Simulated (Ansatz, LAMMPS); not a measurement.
**What do other settings change for Zn2+ triflate in diglyme and dimethoxyethane and a fluorinated ether (TTE) at 300 K (108 atoms)?**

Density of this cell: 1.41 g/cm³. The cell holds 108 atoms: 26 C, 15 O, 42 H, 22 F, 2 S and 1 Zn. Its edges and angles: a = 11.049 Å, b = 11.049 Å, c = 11.049 Å, α = 90.0°, β = 90.0°, γ = 90.0°. 1 diglyme, 2 dimethoxyethane, 2 a fluorinated ether (TTE), 1 Zn2+, 2 triflate placed at random, at 1.41 g/cm³; overlaps pushed apart, then 10 ps at 550 K with divalent ions of Li, Roberts, Chakravorty and Merz (J. Chem. Theory Comput. 9, 2733 (2013)); MMFF94 bonds, angles, torsions, charges and radii (Halgren, J. Comput. Chem. 17, 490 (1996)) in harmonic and 12-6 forms; charges of ions scaled by 0.8. Snapshot after 30 ps at 300 K and fixed volume.

Geometry: as built.

Reference run: Kohn-Sham DFT, PBE+D4, PAW (set soft_2), plane waves (Ansatz 0.2.0), cutoff 750 eV, Γ point, fixed occupations.

| Quantity | Value |
| --- | --- |
| r.m.s. force component | 1.013 eV/Å |
| gap (highest filled to lowest empty level) | 4.515 eV |
| SCF cycles | 10 |
| time | 25 s on 4 threads of Arm Neoverse V1, shared host |

Q: Estimate how much each variant changes the results, and its time and memory.
- support functions medium
- support functions low
- support functions high
- support functions medium, radius 3.42 Å
- support functions medium, radius 3.7 Å
- support functions medium, radius 3.95 Å
- support functions medium, radius 4.23 Å
- support functions medium, radius 4.76 Å
- support functions medium, radius 5.29 Å

Each row is set against the run with plane waves at 750 eV (Kohn-Sham DFT, PBE+D4, PAW (set soft_2), plane waves; r.m.s. force component 1.01 eV/Å). Energies are set beside the reference only for runs with its functional, potentials and electron count. Times are for 4 threads of Arm Neoverse V1, shared host.

| run | Δ force, r.m.s. (meV/Å) | share of r.m.s. force (%) | Δ energy (meV/atom) | Δ gap (eV) | cycles | time | host memory (GiB) |
| --- | --- | --- | --- | --- | --- | --- | --- |
| reference | - | - | - | - | 10 | 25 s | 3.2 |
| support functions medium | 0.607 | 0.0599 | -0.916 | -6.0e-4 | 18 | 3.2 min | 4.8 |
| support functions low | 0.703 | 0.0694 | -0.915 | -0.0014 | 16 | 2.7 min | 4.5 |
| support functions high | 0.47 | 0.0464 | -0.976 | 0 | 23 | 17 min | 12 |
| support functions medium, radius 3.42 Å | 0.704 | 0.0695 | -0.916 | -7.0e-4 | 19 | 3.2 min | 4.5 |
| support functions medium, radius 3.7 Å | 0.58 | 0.0573 | -0.916 | -4.0e-4 | 18 | 3.8 min | 5.1 |
| support functions medium, radius 3.95 Å | 0.489 | 0.0483 | -0.916 | -2.0e-4 | 18 | 4.6 min | 5.5 |
| support functions medium, radius 4.23 Å | 0.42 | 0.0415 | -0.916 | 0 | 19 | 5.8 min | 6.1 |
| support functions medium, radius 4.76 Å | 0.392 | 0.0387 | -0.916 | 2.0e-4 | 19 | 9.1 min | 7.5 |
| support functions medium, radius 5.29 Å | 0.386 | 0.0381 | -0.916 | 2.0e-4 | 20 | 14 min | 9.5 |

Among numerical settings the force difference runs from 0.39 meV/Å (support functions medium, radius 5.29 Å) to 0.70 meV/Å (support functions medium, radius 3.42 Å). At 108 atoms the fastest of the runs at a preset level, support functions low, takes 6.6 times the time of plane waves, in 16 SCF cycles against 10. Differences between support functions and plane waves include what basis error the plane-wave run still has. As the radius goes from 3.42 to 5.29 Å, the force difference goes from 0.70 to 0.39 meV/Å, and the time from 3.2 min to 14 min. 

[Hosts, paths, dates, database ids (printed as entryN), source tags and the programs' standing remarks are cut or masked in the printed files.]

[The MMFF94 radii named for the starting cell were scaled by 0.96; in molecules described by MMFF94, hydrogen bound to N, O or S took a small fixed 12-6 site in their place.]
